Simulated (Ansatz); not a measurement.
# Phonons of SiO2 (Cristobalite, P4_12_12) against volume, part 2 of 4

Aim: how do the optical modes of SiO2 (Cristobalite, P4_12_12) move with volume?

Ansatz 0.2.0; DFT LDA, scalar-relativistic, plane waves, PAW; PAW set soft_1.

So far. Step 3 (Tight relaxation): The largest force component left is 0.11 meV/Å and the pressure is -0.002 GPa, within the tolerances set. The cell now holds 13.99 Å³/atom.

The database entry behind the starting cell lists a temperature of 340 K, so it need not match the best structure at ambient conditions.

## 4. Zone-centre response at rest

The modes at rest are the reference of the series, and the response to a field gives the dielectric tensor and the Born charges.

input.yaml

```yaml
crystal:
  lattice:
    - [4.9433740821, 0.0, 0.0]
    - [0.0, 4.9433740821, 0.0]
    - [0.0, 0.0, 6.8685341161]
  atoms:
    - { symbol: O, position: [0.2372244518, 0.1137106022, 0.1835256194] }
    - { symbol: O, position: [0.3862893978, 0.7372244518, 0.4335256194] }
    - { symbol: O, position: [0.7627755482, 0.8862893978, 0.6835256194] }
    - { symbol: O, position: [0.6137106022, 0.2627755482, 0.9335256194] }
    - { symbol: O, position: [0.7372244518, 0.3862893978, 0.5664743806] }
    - { symbol: O, position: [0.8862893978, 0.7627755482, 0.3164743806] }
    - { symbol: O, position: [0.2627755482, 0.6137106022, 0.0664743806] }
    - { symbol: O, position: [0.1137106022, 0.2372244518, 0.8164743806] }
    - { symbol: Si, position: [0.3045514045, 0.3045514045, 0.0] }
    - { symbol: Si, position: [0.1954485955, 0.8045514045, 0.25] }
    - { symbol: Si, position: [0.6954485955, 0.6954485955, 0.5] }
    - { symbol: Si, position: [0.8045514045, 0.1954485955, 0.75] }
kpoints:
  mp_grid: { grid: [4, 4, 4] }
hamiltonian:
  xc: lda
  pseudopotentials: { kind: paw, azcp: { folder: soft_1 }, xc_functional: pbe }
scf:
  occupations: { method: fixed }
output:
  eigenvalues: true
phonons:
  method: dfpt
  dielectric: true
  rigid_motions: translations
```

Started as:

```console
$ ansatz run input.yaml --threads 8 --pin off --max-ram 20480MiB --backend cpu --events-out ev --progress --plain --runs-dir out
```

Numbers of over 12 decimals in the logs are rounded to 6 here.

Output:

```text
[...]
Crystal: 12 atoms, lattice volume = 167.846 Å³
Basis set: ecut = 420 eV, 3291 PW (Γ), exchange–correlation on 72×72×96 points (8 copies of the dense FFT grid, shifted against one another)
Bands: 44, of which v1, the nominal top of the filled ones, is band 32 counted from 1 (31 counted from 0)
Symmetry: 8 space group operations
k-points: 36 of 64 (irreducible under 1 space group operation, time reversal used)
[...]
SCF iter   1: F=—  HF=-6897.350670 eV  |F-HF|=—  |Δ(HF+E_count)|=         —  Δρ=1.20e-1  dr2=2.18e1  ethr=3.10e-3  ⟨swp⟩=4.7  Hψ=6461  notcnv=0  defer=326
[...]
SCF iter   9: F=-6890.789011 eV  HF=-6890.789011 eV  |F-HF|=8.55e-11  |Δ(HF+E_count)|=   3.87e-9  Δρ=2.20e-7  dr2=5.02e-11  ethr=1.00e-12  ⟨swp⟩=17.2  Hψ=13926  notcnv=0
SCF 1 converged in 9 iterations: F = -6890.789011 eV  dr2 = 5.02e-11
[...]
DFPT response loops at Γ: preconditioner auto → none (the input reference at scf.mixing.eps_inf says where Resta's filter doesn't serve); β = 0.50; Broyden in place of MSR1
── the response to a field inside a basis, on 4×4×4 k-points: an SCF that follows is theirs, and a resumed run solves both again ──
Bands: 33, of which v1, the nominal top of the filled ones, is band 32 counted from 1 (31 counted from 0)
k-points: 6 of 64 (time reversal used)
[...]
Eigensolver: Dense (6 Hₖ)
SCF iter   1: F=—  HF=-6890.618284 eV  |F-HF|=—  |Δ(HF+E_count)|=         —  Δρ=4.34e-4  dr2=8.75e-5  ethr=1.00e-1
[...]
SCF iter   5: F=-6890.618289 eV  HF=-6890.618289 eV  |F-HF|=2.30e-9  |Δ(HF+E_count)|=   2.31e-8  Δρ=9.19e-7  dr2=1.82e-9  ethr=1.61e-10
SCF 1 converged in 5 iterations: F = -6890.618289 eV  dr2 = 1.82e-9
[...]
SCF converged after 9 iterations
Free energy (F): -6890.789011 eV
[...]
Internal energy: -6890.789011 eV  (E = F + TS)
E sigma→0 (E₀):  -6890.789011 eV
Fermi energy:    1.228993 eV
[...]
--- Band table (eV; the first three rows and the last of 36) ---
  k-point 0: bands = [... 28 lower, 0.5385, 0.9064, 0.9064, 1.2290, 6.7828, 9.8573, 9.8573, 10.3926, ... 8 higher]
  k-point 1: bands = [... 28 lower, 0.5796, 0.6944, 0.8858, 1.1141, 7.1432, 9.1718, 10.0616, 10.4587, ... 8 higher]
  k-point 2: bands = [... 28 lower, 0.6710, 0.6710, 0.8364, 0.8364, 8.0601, 8.0601, 10.4241, 10.4241, ... 8 higher]
  k-point 35: bands = [... 28 lower, 0.6259, 0.6259, 0.6259, 0.6259, 10.2766, 10.2766, 10.2766, 10.2766, ... 8 higher]
--- Phonons (Γ-DFPT): 5 representative perturbations + reference, on 36 of 64 k-points (Σ response iterations 19) ---
  k mesh reduced under 1 symmetry operation, with k and −k counted as one. Each operation leaves every solved perturbation unchanged. A smaller set is not considered because the run solves the response to a homogeneous field
  ASR residual: 5.027e-5 → 0.000e0 eV/Å²; symmetrization residual: 2.577e-6 eV/Å²
  ASR residual per site (eV/Å²): 5.03e-5 5.03e-5 5.03e-5 5.03e-5 5.03e-5 5.03e-5 5.03e-5 5.03e-5 2.58e-5 2.58e-5 2.58e-5 2.58e-5
  Γ frequencies (cm⁻¹): 0.00 0.00 0.00 46.16 116.49 149.41 149.41 227.42 258.85 258.85 270.44 280.48 347.49 365.17 371.20 371.20 414.95 429.66 453.50 453.50 477.22 610.22 610.22 782.71 783.00 783.38 792.26 792.26 1077.41 1080.08 1080.08 1080.89 1085.83 1120.73 1190.43 1190.43
  ε∞ (high-frequency dielectric tensor):
        2.326370     0.000000     0.000000
        0.000000     2.326370     0.000000
        0.000000     0.000000     2.312485
  ε⁰ (static dielectric tensor: ions relaxed, cell fixed):
        4.215129    -0.000000     0.000000
       -0.000000     4.215129    -0.000000
        0.000000    -0.000000     3.969644
  ε⁰ − ε∞ (ionic part):
        1.888759    -0.000000     0.000000
       -0.000000     1.888759    -0.000000
        0.000000    -0.000000     1.657159
  softest optical mode at Γ: 46.16 cm⁻¹; the repairs (sum rule, projections) moved no ω² at Γ by more than (1.64 cm⁻¹)²
  Born effective charges Z* (e; rows j = field, columns β = displacement):
    site 0:
        -1.04437   -0.17093    0.07755
        -0.23269   -2.30035    0.79344
         0.22223    0.79221   -1.64495
    site 1:
        -2.30035    0.23269   -0.79344
         0.17093   -1.04437    0.07755
        -0.79221    0.22223   -1.64495
    site 2:
        -1.04437   -0.17093   -0.07755
        -0.23269   -2.30035   -0.79344
        -0.22223   -0.79221   -1.64495
    site 3:
        -2.30035    0.23269    0.79344
         0.17093   -1.04437   -0.07755
         0.79221   -0.22223   -1.64495
    site 4:
        -1.04437    0.17093   -0.07755
         0.23269   -2.30035    0.79344
        -0.22223    0.79221   -1.64495
    site 5:
        -2.30035   -0.23269    0.79344
        -0.17093   -1.04437    0.07755
         0.79221    0.22223   -1.64495
    site 6:
        -1.04437    0.17093    0.07755
         0.23269   -2.30035   -0.79344
         0.22223   -0.79221   -1.64495
    site 7:
        -2.30035   -0.23269   -0.79344
        -0.17093   -1.04437   -0.07755
        -0.79221   -0.22223   -1.64495
    site 8:
         3.34472    0.02406    0.18580
         0.02406    3.34472   -0.18580
        -0.35511    0.35511    3.28991
    site 9:
         3.34472   -0.02406    0.18580
        -0.02406    3.34472    0.18580
        -0.35511   -0.35511    3.28991
    site 10:
         3.34472    0.02406   -0.18580
[...]
site 11:
[...]
Z* charge neutrality: 5.895e-3 e pre-enforcement
  solved inside a basis spanned on kpoints, on 4×4×4 k-points, its susceptibility summed on 8×8×6: ε∞ is read to err by 8.4e-3, Z* by 1.2e-2 e (field_mesh: kpoints solves on kpoints); Z* is corrected for what the basis lacks
  optical modes at Γ without the LO–TO term, one row a degenerate level:
      ω (cm⁻¹)  modes    IR ((D/Å)²/amu)
[...]
optical modes at Γ + LO–TO along q̂ = [1.0000, 0.0000, 0.0000]:
      ω (cm⁻¹)  modes    IR ((D/Å)²/amu)
[...]
optical modes at Γ + LO–TO along q̂ = [0.0000, 1.0000, 0.0000]:
      ω (cm⁻¹)  modes    IR ((D/Å)²/amu)
[...]
optical modes at Γ + LO–TO along q̂ = [0.0000, 0.0000, 1.0000]:
      ω (cm⁻¹)  modes    IR ((D/Å)²/amu)
[...]
517.68      1             5.0193
        610.22      2             4.6822
        782.71      1             0.0000
        783.00      1             0.0000
        792.26      2             0.0617
        805.97      1             4.4843
       1077.41      1             0.0000
       1080.08      2           115.6553
       1080.89      1             0.0000
       1120.73      1             0.0000
       1190.43      2             2.9211
       1229.38      1            65.3119
```

Run time: 79 s. Hardware: 8 threads of Arm Neoverse N1, shared host; peak memory 1.4 GiB; 9.4 min of CPU time.

The column dr2 measures how far the density is from self-consistency, as an energy; F and HF (Harris–Foulkes) agree once it is small.

Numbers from this step:

| Quantity | Value |
| --- | --- |
| sum-rule residual before enforcement | 5.03e-5 eV/Å² |
| miss of the charge sum rule | 0.005895 e |
| estimated error of the dielectric tensor | 0.008401 |
| estimated error of the Born charges | 0.01229 e |
| point group | 422 |
| highest optical mode at the zone centre (no LO-TO term) | 1190 cm⁻¹ |
| lowest optical zone-centre mode | 46.16 cm⁻¹ |
| mean high-frequency dielectric constant | 2.322 |
| largest Born charge (third of the trace) | 3.326 e |
| mean static dielectric constant | 4.133 |
| top of the zone-centre spectrum with the field | 1239 cm⁻¹ |

Without the LO-TO term. Patterns of degenerate modes are one choice out of their space. Modes at Γ, with each element's share of the kinetic energy; the lowest 24 and highest 6 of 36:

```
mode  frequency (cm⁻¹)  symmetry  O %  Si %
   1               0.0  acoustic   53    47
   2               0.0  acoustic   53    47
   3               0.0  acoustic   53    47
   4              46.2        B1   98     2
   5             116.5        B1   65    35
   6             149.4         E   86    14
   7             149.4         E   86    14
   8             227.4        A1   46    54
   9             258.9         E  100     0
  10             258.9         E  100     0
  11             270.4        B2   91     9
  12             280.5        A2   85    15
  13             347.5        A1   98     2
  14             365.2        B1   48    52
  15             371.2         E   77    23
  16             371.2         E   77    23
  17             414.9        A1   80    20
  18             429.7        B2   94     6
  19             453.5         E   72    28
  20             453.5         E   72    28
  21             477.2        A2   69    31
  22             610.2         E   39    61
  23             610.2         E   39    61
  24             782.7        B2   15    85
  31            1080.1         E   76    24
  32            1080.9        B1   77    23
  33            1085.8        A2   75    25
  34            1120.7        B2  100     0
  35            1190.4         E   78    22
  36            1190.4         E   78    22
```

Displacements in mode 4 (46.2 cm⁻¹), the largest set to 1:
```
O1  -1.00  0.22 -0.15
O2   0.22  1.00  0.15
O3   1.00 -0.22 -0.15
O4  -0.22 -1.00  0.15
O5  -1.00 -0.22  0.15
O6   0.22 -1.00 -0.15
O7   1.00  0.22  0.15
O8  -0.22  1.00 -0.15
Si9 -0.11  0.11 -0.01
Si10 0.11  0.11  0.01
Si11 0.11 -0.11 -0.01
Si12-0.11 -0.11  0.01
```

Displacements in mode 8 (227.4 cm⁻¹), the largest set to 1:
```
O1  -0.26  1.00  0.16
O2  -1.00 -0.26  0.16
O3   0.26 -1.00  0.16
O4   1.00  0.26  0.16
O5  -0.26 -1.00 -0.16
O6  -1.00  0.26 -0.16
O7   0.26  1.00 -0.16
O8   1.00 -0.26 -0.16
Si9  0.86  0.86  0.00
Si10-0.86  0.86  0.00
Si11-0.86 -0.86  0.00
Si12 0.86 -0.86  0.00
```

Optical modes at the zone centre, without and with the macroscopic field of the longitudinal modes; each column is sorted by frequency, so a row need not hold one and the same mode. Modes with and without the field, by row:

```
rank among optical modes  no field (cm⁻¹)  q along (1, 0, 0) (cm⁻¹)  q along (0, 0, 1) (cm⁻¹)
                       1             46.2                      46.2                      46.2
                       2            116.5                     116.5                     116.5
                       3            149.4                     149.4                     149.4
                       4            149.4                       151                     149.4
                       5            227.4                     227.4                     227.4
                       6            258.9                     258.9                     258.9
                       7            258.9                     259.4                     258.9
                       8            270.4                     270.4                     270.4
                       9            280.5                     280.5                     290.8
                      10            347.5                     347.5                     347.5
                      11            365.2                     365.2                     365.2
                      12            371.2                     371.2                     371.2
                      13            371.2                     378.1                     371.2
                      14            414.9                     414.9                     414.9
                      15            429.7                     429.7                     429.7
                      16            453.5                     453.5                     453.5
                      17            453.5                     477.2                     453.5
                      18            477.2                       510                     517.7
                      19            610.2                     610.2                     610.2
                      20            610.2                     621.2                     610.2
                      21            782.7                     782.7                     782.7
                      22              783                       783                       783
                      23            783.4                     783.4                     792.3
                      24            792.3                     792.3                     792.3
                      25            792.3                     792.3                       806
                      26             1077                      1077                      1077
                      27             1080                      1080                      1080
                      28             1080                      1081                      1080
                      29             1081                      1086                      1081
                      30             1086                      1121                      1121
                      31             1121                      1183                      1190
                      32             1190                      1190                      1190
                      33             1190                      1239                      1229
```

Born charge (rows field, columns displacement) (e), principal values of the symmetric part by kind of site:

```
atom  atoms with these values    low  middle   high   mean
  O1                        8  -2.87   -1.12  -1.01  -1.66
 Si9                        4   3.18    3.37   3.43   3.33
```

In full for O1:

```
-1.04 -0.17  0.08
-0.23 -2.30  0.79
 0.22  0.79 -1.65
```

High-frequency dielectric tensor:

```
2.33 0.00 0.00
0.00 2.33 0.00
0.00 0.00 2.31
```

Static dielectric tensor (ions relaxed, fixed cell):

```
4.22 0.00 0.00
0.00 4.22 0.00
0.00 0.00 3.97
```

Transverse modes. Infrared lines, with heights relative to the strongest:

```
position (cm⁻¹)  lines merged  relative intensity
             46             1                 0.0
            116             1                 0.0
            149             1                 0.3
            227             1                 0.0
            259             1                 0.2
            270             1                 0.0
            280             1                 1.6
            348             1                 0.0
            365             1                 0.0
            371             1                 4.1
            415             1                 0.0
            430             1                 0.0
            454             1                  23
            477             1                 9.0
            610             1                 4.0
            783             3                 7.9
            792             1                 0.1
           1077             1                 0.0
           1080             1                 100
           1081             1                 0.0
           1086             1                  47
           1121             1                 0.0
           1190             1                 2.5
```

Before it was imposed, the acoustic sum rule was missed by 5.0e-5 eV/Å² and the charge sum rule by 0.0059 e. Small misses are needed for a sound result but don't prove that mesh and cutoff are converged. The lowest optical mode is real, 46.2 cm⁻¹.

## 5. A member of the series: 1.06 times the volume at rest

The cell is set to 1.06 times the volume at rest, and shape and atoms relax at that volume.

input.yaml

```yaml
crystal:
  lattice:
    - [5.0332072268, 0.0, 0.0]
    - [0.0, 5.0332072268, 0.0]
    - [0.0, 0.0, 7.0230741627]
  atoms:
    - { symbol: O, position: [0.2398718669, 0.1005119846, 0.1771139139] }
    - { symbol: O, position: [0.3994880154, 0.7398718669, 0.4271139139] }
    - { symbol: O, position: [0.7601281331, 0.8994880154, 0.6771139139] }
    - { symbol: O, position: [0.6005119846, 0.2601281331, 0.9271139139] }
    - { symbol: O, position: [0.7398718669, 0.3994880154, 0.5728860861] }
    - { symbol: O, position: [0.8994880154, 0.7601281331, 0.3228860861] }
    - { symbol: O, position: [0.2601281331, 0.6005119846, 0.0728860861] }
    - { symbol: O, position: [0.1005119846, 0.2398718669, 0.8228860861] }
    - { symbol: Si, position: [0.2978941128, 0.2978941128, 0.0] }
    - { symbol: Si, position: [0.2021058872, 0.7978941128, 0.25] }
    - { symbol: Si, position: [0.7021058872, 0.7021058872, 0.5] }
    - { symbol: Si, position: [0.7978941128, 0.2021058872, 0.75] }
kpoints:
  mp_grid: { grid: [4, 4, 4] }
hamiltonian:
  xc: lda
  pseudopotentials: { kind: paw, azcp: { folder: soft_1 }, xc_functional: pbe }
scf:
  occupations: { method: fixed }
output:
  forces: true
  stress: true
  eigenvalues: true
relax:
  adjacent_minimum: "off"
  f_tol: 0.001
  max_steps: 60
  cell: { stress_tol: 0.01, fix: [volume] }
```

Output:

```text
[...]
Crystal: 12 atoms, lattice volume = 177.917 Å³
Basis set: ecut = 420 eV, 3507 PW (Γ)
Bands: 44, of which v1, the nominal top of the filled ones, is band 32 counted from 1 (31 counted from 0)
Symmetry: 8 space group operations
[...]
k-points: 18 of 64
[...]
- { symbol: O, position: [0.741161, 0.406400, 0.576289] }
    - { symbol: O, position: [0.906400, 0.758839, 0.326289] }
    - { symbol: O, position: [0.258839, 0.593600, 0.076289] }
    - { symbol: O, position: [0.093600, 0.241161, 0.826289] }
    - { symbol: Si, position: [0.294446, 0.294446, 1.016316236571277e-19] }
    - { symbol: Si, position: [0.205554, 0.794446, 0.25] }
    - { symbol: Si, position: [0.705554, 0.705554, 0.5] }
    - { symbol: Si, position: [0.794446, 0.205554, 0.75] }
[key lines of the parts left out:]
SCF converged after 6 iterations
Free energy (F): -6890.769980 eV
Fermi energy:    0.772109 eV
P = ⅓ Tr σ = -0.5896 GPa (-5.896 kbar)
```

Wall time 25 s (8 threads); peak memory 0.61 GiB; 3.1 min of CPU time.

Step by step:

```
step  energy less that of the first step (eV)  largest force component (eV/Å)  pressure (GPa)  volume (Å³)
   1                                   0.0000                          0.1489           -3.54       177.92
   2                                  -0.0133                          0.1372           -2.82       177.92
   3                                  -0.0221                          0.2792           -0.75       177.92
   4                                  -0.0314                          0.0052           -0.61       177.92
   5                                  -0.0309                          0.0231           -0.48       177.92
   6                                  -0.0314                          0.0001           -0.59       177.92
  7*                                  -0.0310                          0.0001           -0.59       177.92
```

Relaxation steps marked * repeat the geometry before them on a plane-wave basis chosen anew for their cell, so energy and pressure can jump there. Relaxation step 5 was tried and not accepted.

The run keeps the 8 symmetry operations that it works with, so distortions that break them were not tested.

```
conventional cell, symmetrised  before  after  change
                         a (Å)   5.033  5.030  -0.1 %
                         b (Å)   5.033  5.030  -0.1 %
                         c (Å)   7.023  7.033  +0.1 %
              volume (Å³/atom)   14.83  14.83  +0.0 %
```

The atoms that moved most (Å, as changes of fractional coordinates times the final cell):

```
atom      dx      dy      dz  length
  O3  -0.006   0.035  -0.024   0.043
  O7  -0.006  -0.035   0.024   0.043
  O4  -0.035  -0.006  -0.024   0.043
  O8  -0.035   0.006   0.024   0.043
  O6   0.035  -0.006   0.024   0.043
  O1   0.006  -0.035  -0.024   0.043
  O2   0.035   0.006  -0.024   0.043
  O5   0.006   0.035   0.024   0.043
```

Final coordinates:

```cif
data_structure
_symmetry_space_group_name_H-M 'P 1'
_symmetry_Int_Tables_number 1
_cell_length_a 5.0298
_cell_length_b 5.0298
_cell_length_c 7.0325
_cell_angle_alpha 90.000
_cell_angle_beta 90.000
_cell_angle_gamma 90.000
_cell_volume 177.92
loop_
_atom_site_label
_atom_site_type_symbol
_atom_site_fract_x
_atom_site_fract_y
_atom_site_fract_z
_atom_site_occupancy
O1 O 0.24116 0.09360 0.17371 1
O2 O 0.40640 0.74116 0.42371 1
O3 O 0.75884 0.90640 0.67371 1
O4 O 0.59360 0.25884 0.92371 1
O5 O 0.74116 0.40640 0.57629 1
O6 O 0.90640 0.75884 0.32629 1
O7 O 0.25884 0.59360 0.07629 1
O8 O 0.09360 0.24116 0.82629 1
Si9 Si 0.29445 0.29445 0.00000 1
Si10 Si 0.20555 0.79445 0.25000 1
Si11 Si 0.70555 0.70555 0.50000 1
Si12 Si 0.79445 0.20555 0.75000 1
```

Numbers from this step:

```yaml
pressure: -0.5896 GPa
gap_on_the_k_mesh: 5.460 eV
volume_per_atom: 14.83 Å³
```

The largest force component left is 0.085 meV/Å, at a pressure of -0.59 GPa.

(Part 2 of 4 ends here.)

[Logs are printed without paths, hosts, clocks, repeated set-up lines and the standing remarks that a program may print on its own settings, such as how far it seeks lower states.]

[Hosts, paths, dates, database ids (printed as entryN), source tags and the programs' standing remarks are cut or masked in the printed files.]
